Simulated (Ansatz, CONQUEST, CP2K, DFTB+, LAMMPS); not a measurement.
## Aqueous Ca2+ and TFSI-, 6.5 mol of salt per kg of water at 300 K (113 atoms): runs against a plane-wave reference

Density of this cell: 1.79 g/cm³. The cell holds 113 atoms: 4 N, 8 S, 33 O, 8 C, 24 F, 34 H and 2 Ca. Cell: a = 11.188 Å, b = 11.188 Å, c = 11.188 Å, α = 90.0°, β = 90.0°, γ = 90.0°. 17 H2O, 2 Ca2+, 4 TFSI- placed at random, at 1.79 g/cm³; overlaps pushed apart, then 10 ps at 420 K with divalent ions of Li, Roberts, Chakravorty and Merz (J. Chem. Theory Comput. 9, 2733 (2013)); MMFF94 bonds, angles, torsions, charges and radii (Halgren, J. Comput. Chem. 17, 490 (1996)) in harmonic and 12-6 forms; SPC/E water (Berendsen, Grigera and Straatsma, J. Phys. Chem. 91, 6269 (1987)); charges of ions scaled by 0.85. Snapshot after 20 ps at 300 K and fixed volume.

Geometry: as built.

The reference, a calculation:

```
method                                           : Kohn-Sham DFT, PBE, PAW, plane waves (Ansatz 0.2.0); cutoff 420 eV, Γ point, fermi-dirac smearing of 0.05 eV; PAW set soft_2
r.m.s. force component                           : 0.9546 eV/Å
longest force                                    : 4.407 eV/Å
pressure                                         : -0.3382 GPa
gap (highest filled to lowest empty level) : 4.401 eV
SCF cycles                                       : 10
time                                             : 14 s on 4 threads of Intel Xeon 6975P-C (Granite Rapids), shared host
CPU time                                         : 50 s
```

Runs, in no order:
A. CP2K PBE, DZVP-MOLOPT-SR, 600/50 Ry, diagonalisation: Kohn-Sham DFT, PBE, GTH-PBE pseudopotentials, Gaussian and plane waves, DZVP-MOLOPT-SR-GTH, diagonalisation
B. DFTB+ GFN2-xTB: GFN2-xTB tight binding, diagonalisation
C. CONQUEST PBE, grid 120 Ha: Kohn-Sham DFT, PBE, norm-conserving pseudopotentials, pseudo-atomic orbitals (double zeta with polarisation), diagonalisation
D. DFTB+ DFTB 3ob-3-1: third-order SCC-DFTB tight binding, 3ob-3-1 parameters, diagonalisation

**Question.** Rank the runs by how far their forces lie from the reference's, least first.

A, C, B, D.

```csv
run,"Δ force, r.m.s. (meV/Å)",share of r.m.s. force (%),CPU time
"A. CP2K PBE, DZVP-MOLOPT-SR, 600/50 Ry, diagonalisation",187,19.6,4.1 min
"C. CONQUEST PBE, grid 120 Ha",271,28.4,6.4 min
B. DFTB+ GFN2-xTB,488,51.1,9.7 s
D. DFTB+ DFTB 3ob-3-1,984,103,1.6 s
```

Periodic xTB results under one method name differ between programs and library versions (DFTB+ here holds tblite 0.3). With short bonds to hydrogen, sets of potentials differ among themselves by several per cent in forces even at converged cutoffs, so the reference isn't exact here either. The network of contacts between molecules at the start is that of the classical potential that made the cell, and needn't be the one that DFT or experiment would give. The electronic-structure runs sample only Γ, in a cell whose shortest periodic width is 11 Å.

[Logs are printed without paths, hosts, clocks, repeated set-up lines and the standing remarks that a program may print on its own settings, such as how far it seeks lower states.]

[Hosts, paths, dates, database ids (printed as entryN), source tags and the programs' standing remarks are cut or masked in the printed files.]

[The MMFF94 radii named for the starting cell were scaled by 0.96; in molecules described by MMFF94, hydrogen bound to N, O or S took a small fixed 12-6 site in their place.]
